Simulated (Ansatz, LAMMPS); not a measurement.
# Structural relaxation of a frame of liquid Na2CO3 from 1100 K (108 atoms)

Aim: bring a frame of liquid Na2CO3 from 1100 K (108 atoms) to a nearby minimum of the energy and see what moves.

Program: Ansatz 0.2.0. Level of theory: Kohn-Sham DFT, PBE, PAW (set soft_2), plane waves. Results are calculated unless marked as measured.

## (1) Set-up

The cell holds 108 atoms: 18 C, 54 O and 36 Na. Its edges and angles: a = 11.684 Å, b = 11.684 Å, c = 11.684 Å, α = 90.0°, β = 90.0°, γ = 90.0°. 36 Na+, 18 CO3 2- placed at random, at 1.99 g/cm³; overlaps pushed apart, then 10 ps at 1500 K with harmonic planar carbonate ions with charges +1 on C and -1 on O; Joung-Cheatham ions (J. Phys. Chem. B 112, 9020 (2008)); charges of ions scaled by 0.8. Snapshot after 20 ps at 1100 K and fixed volume.

Before any run, some limits are plain. The starting topology of bonds comes from the classical model. The Brillouin zone is sampled at Γ only, in a cell whose shortest periodic width is 12 Å.

## (2) The classical run that made the cell

A classical potential makes the cell, at a small fraction of what the same run would cost in DFT.

This step: classical MD, harmonic planar carbonate ions with charges +1 on C and -1 on O; Joung-Cheatham ions (J. Phys. Chem. B 112, 9020 (2008)); charges of ions scaled by 0.8 (LAMMPS 22 Jul 2025 - Update 4).

in.lmp

```
# liquid Na2CO3
units real
atom_style full
boundary p p p
bond_style harmonic
angle_style harmonic
dihedral_style opls
improper_style harmonic
special_bonds lj 0 0 0.5 coul 0 0 0.75
read_data data.lmp
neigh_modify delay 0 every 1 check yes one 4000
comm_modify cutoff 12.0
timestep 0.5
thermo_style custom step time temp pe press density
thermo_modify norm yes
# push overlapping molecules apart
pair_style soft 2.6
pair_coeff * * 0.0
variable a equal ramp(1,60)
fix ad all adapt 1 pair soft a * * v_a
velocity all create 1500 559724 mom yes dist gaussian
fix lim all nve/limit 0.03
fix lan all langevin 1500 1500 50 559725 zero yes
thermo 1000
run 3000 post no
unfix ad
pair_style lj/cut/coul/long 9.0
pair_modify mix arithmetic tail yes
pair_coeff 1 1 0.0860 3.4000   # C
pair_coeff 2 2 0.1553 3.1660   # O
pair_coeff 3 3 0.3526 2.1595   # Na
kspace_style pppm 1.0e-4
thermo 100
minimize 1e-5 1e-3 300 3000
# [... 15 lines left out ...]
compute msd all msd com yes
thermo 5000
fix md all nvt temp 1100 1100 100
run 20000 post no
print "== T1100: mean square displacement over the hold $(c_msd[4]:%.2f) A^2"
unfix md
uncompute msd
write_dump all custom T1100.dump id type xs ys zs modify sort id
```

Launch:

```console
lmp -in in.lmp -log none -nocite
```

Numbers of over 12 decimals in the logs are rounded to 6 here.

The log of the run:

```text
LAMMPS (22 Jul 2025 - Update 4)
Reading data file ...
  orthogonal box = (0 0 0) to (11.6842 11.6842 11.6842)
  108 atoms
  orthogonal box = (0 0 0) to (11.6842 11.6842 11.6842)
  54 bonds
  54 angles
  18 impropers
   Step          Time           Temp          PotEng         Press         Density
         0   0              1500           0.06067474     14791.788      1.986002
      1000   500            1459.596       2.4932651      40174.136      1.986002
      2000   1000           1608.9956      3.0308547      39183.598      1.986002
      3000   1500           1541.1403      2.722246       60974.917      1.986002
[... 28 lines left out ...]
Loop time of 2.81429 s on 1 MPI rank(s) for 10000 steps with 108 atoms
   Step          Time           Temp          PotEng         Press         Density
[... 4 lines left out ...]
Loop time of 1.40443 s on 1 MPI rank(s) for 5000 steps with 108 atoms
   Step          Time           Temp          PotEng         Press         Density
[... 2 lines left out ...]
     25000   24000          1176.3451     -52.913337      6385.2027      1.986002
     30000   29000          1079.2574     -52.952011      7087.3773      1.986002
     35000   34000          983.30639     -52.690778      11505.243      1.986002
     37000   36000          1114.5892     -52.865977      18944.923      1.986002
Loop time of 5.55295 s on 1 MPI rank(s) for 20000 steps with 108 atoms
== T1100: mean square displacement over the hold 18.60 A^2
```

The job ended after 11 s (1 thread of Arm Neoverse V2, shared host; peak memory 0.073 GiB).

The input also reads data.lmp (atoms, bonds and types; not printed here).

## (3) Single point at the start

A single point comes first, to see the forces before anything moves.

input.yaml

```yaml
crystal:
  lattice:
    - [11.6842, 0.0, 0.0]
    - [0.0, 11.6842, 0.0]
    - [0.0, 0.0, 11.6842]
  atoms:
    - { symbol: C, position: [0.55866, 0.77876, 0.05549] }
    - { symbol: O, position: [0.62249, 0.85808, 0.04134] }
    - { symbol: O, position: [0.60946, 0.70052, 0.99484] }
    - { symbol: O, position: [0.45433, 0.77731, 0.1032] }
    - { symbol: C, position: [0.47644, 0.81046, 0.66465] }
    - { symbol: O, position: [0.36894, 0.81966, 0.71108] }
    - { symbol: O, position: [0.53716, 0.89984, 0.69163] }
    - { symbol: O, position: [0.49467, 0.75328, 0.57361] }
    - { symbol: C, position: [0.54652, 0.56085, 0.26386] }
    - { symbol: O, position: [0.65294, 0.55355, 0.26717] }
    - { symbol: O, position: [0.50317, 0.46375, 0.24479] }
    - { symbol: O, position: [0.49148, 0.63191, 0.32351] }
    - { symbol: C, position: [0.18852, 0.26453, 0.28656] }
    - { symbol: O, position: [0.12092, 0.19344, 0.2474] }
    - { symbol: O, position: [0.18675, 0.36474, 0.23602] }
    - { symbol: O, position: [0.28632, 0.23499, 0.33738] }
    - { symbol: C, position: [0.63134, 0.33141, 0.88244] }
    - { symbol: O, position: [0.54799, 0.33079, 0.94777] }
    - { symbol: O, position: [0.66176, 0.41857, 0.83248] }
    - { symbol: O, position: [0.68345, 0.2369, 0.8694] }
    - { symbol: C, position: [0.81289, 0.80718, 0.37427] }
    - { symbol: O, position: [0.75942, 0.76589, 0.28676] }
    - { symbol: O, position: [0.8263, 0.7575, 0.47652] }
    - { symbol: O, position: [0.82876, 0.91093, 0.37783] }
    - { symbol: C, position: [0.11391, 0.80352, 0.14348] }
    - { symbol: O, position: [0.02301, 0.77224, 0.16655] }
    - { symbol: O, position: [0.13435, 0.90838, 0.16924] }
    - { symbol: O, position: [0.18776, 0.74071, 0.12657] }
    - { symbol: C, position: [0.2906, 0.5216, 0.91138] }
    - { symbol: O, position: [0.27457, 0.42198, 0.91251] }
    - { symbol: O, position: [0.34837, 0.55666, 0.99096] }
    - { symbol: O, position: [0.2299, 0.59148, 0.85864] }
    - { symbol: C, position: [0.0309, 0.2527, 0.76489] }
    - { symbol: O, position: [0.98853, 0.15098, 0.74934] }
    - { symbol: O, position: [0.06325, 0.28999, 0.6729] }
    - { symbol: O, position: [0.07288, 0.28188, 0.85718] }
    - { symbol: C, position: [0.50373, 0.02312, 0.35873] }
    - { symbol: O, position: [0.51838, 0.0774, 0.26508] }
    - { symbol: O, position: [0.57198, 0.03186, 0.45028] }
    - { symbol: O, position: [0.40893, 0.96044, 0.34841] }
    - { symbol: C, position: [0.29587, 0.05773, 0.96164] }
    - { symbol: O, position: [0.31495, 0.12243, 0.04588] }
    - { symbol: O, position: [0.36538, 0.98926, 0.91922] }
    - { symbol: O, position: [0.20547, 0.09113, 0.91136] }
    - { symbol: C, position: [0.85687, 0.17419, 0.11566] }
    - { symbol: O, position: [0.93374, 0.20382, 0.05288] }
    - { symbol: O, position: [0.78438, 0.24068, 0.15161] }
    - { symbol: O, position: [0.88458, 0.08115, 0.15851] }
    - { symbol: C, position: [0.77745, 0.26811, 0.47616] }
    - { symbol: O, position: [0.83921, 0.18511, 0.49024] }
    - { symbol: O, position: [0.79058, 0.36016, 0.53467] }
    - { symbol: O, position: [0.71042, 0.29244, 0.39694] }
    - { symbol: C, position: [0.90128, 0.51379, 0.04403] }
    - { symbol: O, position: [0.95478, 0.51642, 0.94508] }
    - { symbol: O, position: [0.95735, 0.48532, 0.13858] }
    - { symbol: O, position: [0.79403, 0.51846, 0.04663] }
    - { symbol: C, position: [0.14472, 0.97282, 0.53658] }
    - { symbol: O, position: [0.07335, 0.90486, 0.5884] }
    - { symbol: O, position: [0.21423, 0.02285, 0.60944] }
    - { symbol: O, position: [0.12123, 0.02639, 0.45381] }
    - { symbol: C, position: [0.40832, 0.39591, 0.60632] }
    - { symbol: O, position: [0.41714, 0.32342, 0.68305] }
    - { symbol: O, position: [0.50059, 0.44645, 0.57516] }
    - { symbol: O, position: [0.31161, 0.42846, 0.56814] }
    - { symbol: C, position: [0.14654, 0.63221, 0.51273] }
    - { symbol: O, position: [0.07477, 0.5775, 0.44188] }
    - { symbol: O, position: [0.13653, 0.61292, 0.61743] }
    - { symbol: O, position: [0.23205, 0.67989, 0.45699] }
    - { symbol: C, position: [0.9143, 0.84355, 0.83398] }
    - { symbol: O, position: [0.01647, 0.79901, 0.85732] }
    - { symbol: O, position: [0.83585, 0.79869, 0.88964] }
    - { symbol: O, position: [0.89852, 0.91369, 0.75598] }
    - { symbol: Na, position: [0.23489, 0.20701, 0.51744] }
    - { symbol: Na, position: [0.98514, 0.95311, 0.2815] }
    - { symbol: Na, position: [0.0772, 0.66173, 0.96413] }
    - { symbol: Na, position: [0.51306, 0.52766, 0.89402] }
    - { symbol: Na, position: [0.1199, 0.0802, 0.09396] }
    - { symbol: Na, position: [0.3401, 0.69251, 0.24222] }
    [... 24 atom lines left out ...]
    - { symbol: Na, position: [0.74432, 0.11498, 0.29212] }
    - { symbol: Na, position: [0.67854, 0.39483, 0.12768] }
    - { symbol: Na, position: [0.3357, 0.77568, 0.92714] }
    - { symbol: Na, position: [0.6712, 0.91403, 0.8393] }
    - { symbol: Na, position: [0.81909, 0.60007, 0.36532] }
    - { symbol: Na, position: [0.9851, 0.74619, 0.6478] }
kpoints:
  mp_grid: { grid: [1, 1, 1] }
hamiltonian:
  xc: pbe
scf:
  occupations: { method: gaussian, width: 0.05 }
output:
  forces: true
  stress: true
  populations: true
  dos:
    method: { smearing: { sigma: 0.08 } }
    de: 0.1
    projected: { site_lists: { C: [C], Na: [Na], O: [O] } }
  eigenvalues: true
```

Launch:

```console
ansatz run input.yaml --threads 4 --pin off --max-ram 8192MiB --backend cpu --events-out ev --progress --plain --runs-dir out
```

The log of the run:

```text
Engine: ansatz 0.2.0, aarch64-unknown-linux-gnu
Pseudopotentials: kind: paw
Pseudopotential: C, paw, valence charge 4, recommended cutoff 420 eV (normal), C.paw.azcp
Pseudopotential: O, paw, valence charge 6, recommended cutoff 420 eV (normal), O.paw.azcp
Pseudopotential: Na, paw, valence charge 9, recommended cutoff 420 eV (normal), Na.paw.azcp
Functional definition: PBE
  parameter kappa = 0.804
  parameter beta = 0.066725
  exchange = pbe_x(kappa = kappa, mu = beta*pi^2/3)
  correlation = pbe_c(beta = beta)
Crystal: 108 atoms, lattice volume = 1595.133 Å³
Basis set: ecut = 420 eV, 31343 PW (Γ), exchange–correlation on 160×160×160 points (8 copies of the dense FFT grid, shifted against one another)
Bands: 468, of which v1, the nominal top of the filled ones, is band 360 counted from 1 (359 counted from 0)
Symmetry: 1 space group operations
Space group: P1 (ITA 1), of the structure as read, at distance tolerance 1.2e-4 Å
k-points: 1
Non-local potential: C, projectors of the file, l = 0: 2, l = 1: 2, l = 2: 1
Non-local potential: O, projectors of the file, l = 0: 2, l = 1: 2, l = 2: 1
Non-local potential: Na, projectors of the file, l = 0: 3, l = 1: 2, l = 2: 1
PAW form: soft (Blöchl's): semilocal exchange-correlation on the pseudo side does not see the compensation charge
PAW one-centre angular grid: C, 110 points (default); XC on 64 Gauss nodes
PAW one-centre angular grid: O, 110 points (default); XC on 64 Gauss nodes
PAW one-centre angular grid: Na, 110 points (default); XC on 64 Gauss nodes
Initial density: superposition of atomic densities (neutral atoms: chi_scale 0, normalization atom), corrected by the library's trained network
Initial wavefunctions: pseudopotential atomic-orbital guess
Functional: x = pbe(κ = 0.804, μ = 0.219515), c = pbe(β = 0.066725)
SCF iter   1: F=—  HF=-88693.822398 eV  |F-HF|=—  |Δ(HF+E_count)|=         —  Δρ=3.27e-3  dr2=3.27e-1  ethr=1.77e-3  ⟨swp⟩=5.0  Hψ=1750  notcnv=0  defer=94
preconditioner: auto → Resta (q_TF=auto, 2.390 Å⁻¹)  ε∞=2.4  [insulator: Δε(μ)=1.564 eV  Ē_g=20.088 eV  σ=0.050 eV  W_gap=1.00  n_scr=364 (ndim 8)  ℏωp=23.7 eV  f_vac=0.268  D(μ)=0.00/eV (n_scr^D=0)  ε∞_Penn≈2.4]
SCF iter   2: F=—  HF=-88693.770802 eV  |F-HF|=—  |Δ(HF+E_count)|=   5.16e-2  Δρ=1.76e-3  dr2=8.37e-2  ethr=4.54e-5  ⟨swp⟩=2.0  Hψ=711  notcnv=0  defer=100
SCF iter   3: F=—  HF=-88693.774996 eV  |F-HF|=—  |Δ(HF+E_count)|=   4.19e-3  Δρ=8.86e-4  dr2=2.98e-2  ethr=1.16e-5  ⟨swp⟩=2.0  Hψ=600  notcnv=0  defer=100
SCF iter   4: F=—  HF=-88693.778385 eV  |F-HF|=—  |Δ(HF+E_count)|=   3.39e-3  Δρ=4.86e-4  dr2=4.26e-3  ethr=4.15e-6  ⟨swp⟩=2.0  Hψ=680  notcnv=0  defer=100
SCF iter   5: F=—  HF=-88693.778910 eV  |F-HF|=—  |Δ(HF+E_count)|=   5.25e-4  Δρ=2.00e-4  dr2=6.08e-4  ethr=5.92e-7  ⟨swp⟩=2.0  Hψ=600  notcnv=0  defer=100
SCF iter   6: F=—  HF=-88693.779230 eV  |F-HF|=—  |Δ(HF+E_count)|=   3.20e-4  Δρ=7.93e-5  dr2=9.28e-5  ethr=8.45e-8  ⟨swp⟩=2.0  Hψ=664  notcnv=0  defer=100
SCF iter   7: F=—  HF=-88693.778831 eV  |F-HF|=—  |Δ(HF+E_count)|=   4.00e-4  Δρ=3.85e-5  dr2=2.16e-5  ethr=1.29e-8  ⟨swp⟩=2.0  Hψ=811  notcnv=0  defer=100
SCF iter   8: F=—  HF=-88693.778835 eV  |F-HF|=—  |Δ(HF+E_count)|=   4.80e-6  Δρ=1.11e-5  dr2=2.21e-6  ethr=3.00e-9  ⟨swp⟩=2.0  Hψ=592  notcnv=0  defer=100
SCF iter   9: F=—  HF=-88693.778839 eV  |F-HF|=—  |Δ(HF+E_count)|=   3.14e-6  Δρ=4.80e-6  dr2=3.72e-7  ethr=3.06e-10  ⟨swp⟩=2.0  Hψ=691  notcnv=0  defer=100
SCF iter  10: F=—  HF=-88693.778839 eV  |F-HF|=—  |Δ(HF+E_count)|=   2.62e-7  Δρ=2.70e-6  dr2=1.05e-7  ethr=1.39e-11  ⟨swp⟩=13.0  Hψ=2491  notcnv=0
SCF iter  11: F=-88693.778839 eV  HF=-88693.778839 eV  |F-HF|=6.33e-9  |Δ(HF+E_count)|=   2.09e-8  Δρ=6.75e-7  dr2=7.87e-9  ethr=1.39e-11  ⟨swp⟩=5.0  Hψ=1585  notcnv=0
SCF 1 converged in 11 iterations: F = -88693.778839 eV  dr2 = 7.87e-9
  greatest PAW one-centre occupation: 0.999 electrons in one spin orbital (limit 2), on the Na atom at site 78 (counted from 0), in its partial waves of l = 0
SCF converged after 11 iterations
Free energy (F): -88693.778839 eV
Harris-Foulkes:  -88693.778839 eV  (|F-HF|=6.33e-9)
Internal energy: -88693.778839 eV  (E = F + TS)
E sigma→0 (E₀):  -88693.778839 eV
Fermi energy:    3.999739 eV
--- Per-component energies (eV) ---
  E_band       = -10171.815976
  E_kinetic    = 15591.087256
  E_local      = -82071.824171  (includes V_loc(G=0)·N_el)
  E_nonlocal   = 7260.669285
  E_hartree    = 30275.311944
  E_xc         = -6272.886270
  E_vxc        = -7982.301993  (∫ρ·V_xc dr)
  E_paw        = -19829.434726  (= ΣΔE_a)
  E_vpaw       = -3520.201993  (= ΣTr[D̂ρ^β])
  E_aug_tail   = 0.134033  (compensation charges beyond the density's cutoff)
  E_ewald      = -33646.836189
  E_smearing   = -0.000000  (= −TS)
  E_closure    = 0.000000  (closes the sum)
  Σ components = -88693.778839   (vs F -88693.778839, Δ=0.00e0)
--- Forces (eV/Å), atoms counted from 1 ---
  atom   1  C     -3.45281484    -3.99325919    -2.14546621
  atom   2  O      2.51114966     9.98196617     2.33214097
  atom   3  O     -1.98937387    -6.02240940    -0.97749712
  atom   4  O      2.85676230     0.09533067    -0.57794230
  atom   5  C     -3.37059635     3.86161622     0.32858327
  atom   6  O      1.81399458    -2.45160410    -0.56339210
  atom   7  O      2.47612960    -0.34697326     0.53887531
  atom   8  O      1.09485829    -1.84771628     0.42514603
  atom   9  C      1.77702775    -2.37752243     3.01557323
  atom  10  O      3.79504689     1.75655603    -0.59315318
  atom  11  O     -4.06119147    -3.41743991    -2.42172949
  atom  12  O     -1.30946364     2.74750523     0.64612939
  atom  13  C      4.67809784     1.56182407    -2.49589872
  atom  14  O     -2.91014937    -2.37402650     0.61351610
[...]
atom 107  Na     0.23737574    -0.69340334    -0.54538989
  atom 108  Na     0.44440093     0.17591169    -0.32003150
  max |Σ_I F_I| component: 1.52e-4 eV/Å
--- Stress (GPa, compression-positive) ---
        7.585560       1.558442      -0.223618
        1.558442       9.394382      -0.818127
       -0.223621      -0.818127       4.945074
  P = ⅓ Tr σ = 7.3083 GPa (73.083 kbar)
--- Band table (eV) ---
  k-point 0: bands = ["-49.5600", "-49.2533", "-49.2486", "-49.1764", [... 452 levels ...], "12.4423", "12.4920", "12.5298", "12.6198", "12.6318", "12.6975", "12.7695", "12.7879", "12.8644", "12.9507", "13.0360", "13.0473"]
--- Löwdin populations: 108 sites ---
  site symbol       q [e]
     0      C      3.3736
     1      O      6.5989
     2      O      6.6935
[...]
107     Na      8.1819
  spilling = 0.006868 (of n_electrons = 720.000000)
```

The job ended after 27 s (4 threads of Arm Neoverse V2, shared host; peak memory 2.2 GiB).

Numbers from this run:

- free energy: -88693.7788 eV
- free energy per atom: -821.2387 eV/atom
- SCF cycles: 11
- pressure: 7.308 GPa
- r.m.s. force component: 2.476 eV/Å
- longest force: 13.75 eV/Å
- Fermi energy: 4 eV
- gap (highest filled to lowest empty level): 1.294 eV
- spilling of the projection: 0.006868

The r.m.s. force component of 2.5 eV/Å and the pressure of 7.3 GPa set the starting point.

Neighbours are counted within 3.09 Å (O-Na), 1.73 Å (O-C).

Length of the force by element and coordination:

| element | coordination | atoms | mean length of the force (eV/Å) | spread | least | most |
| --- | --- | --- | --- | --- | --- | --- |
| C | all | 18 | 4.43 | 1.99 | 1.05 | 8.92 |
| Na | all | 36 | 0.679 | 0.261 | 0.251 | 1.28 |
| Na | 3 | 2 | 0.867 | 0.0469 | 0.820 | 0.914 |
| Na | 4 | 3 | 0.952 | 0.293 | 0.566 | 1.28 |
| Na | 5 | 17 | 0.659 | 0.243 | 0.318 | 1.12 |
| Na | 6 | 10 | 0.573 | 0.259 | 0.251 | 1.02 |
| Na | 7 | 4 | 0.727 | 0.159 | 0.527 | 0.968 |
| O | all | 54 | 4.47 | 2.93 | 0.838 | 13.7 |
| O | 3 | 5 | 3.76 | 1.64 | 1.28 | 5.68 |
| O | 4 | 20 | 3.91 | 1.82 | 1.22 | 8.01 |
| O | 5 | 24 | 4.74 | 3.53 | 0.838 | 13.7 |
| O | 6 | 5 | 6.10 | 3.54 | 1.92 | 11.0 |

(Part 1 of 3 ends here.)

[Logs are printed without paths, hosts, clocks, repeated set-up lines and the standing remarks that a program may print on its own settings, such as how far it seeks lower states.]

[Hosts, paths, dates, database ids (printed as entryN), source tags and the programs' standing remarks are cut or masked in the printed files.]
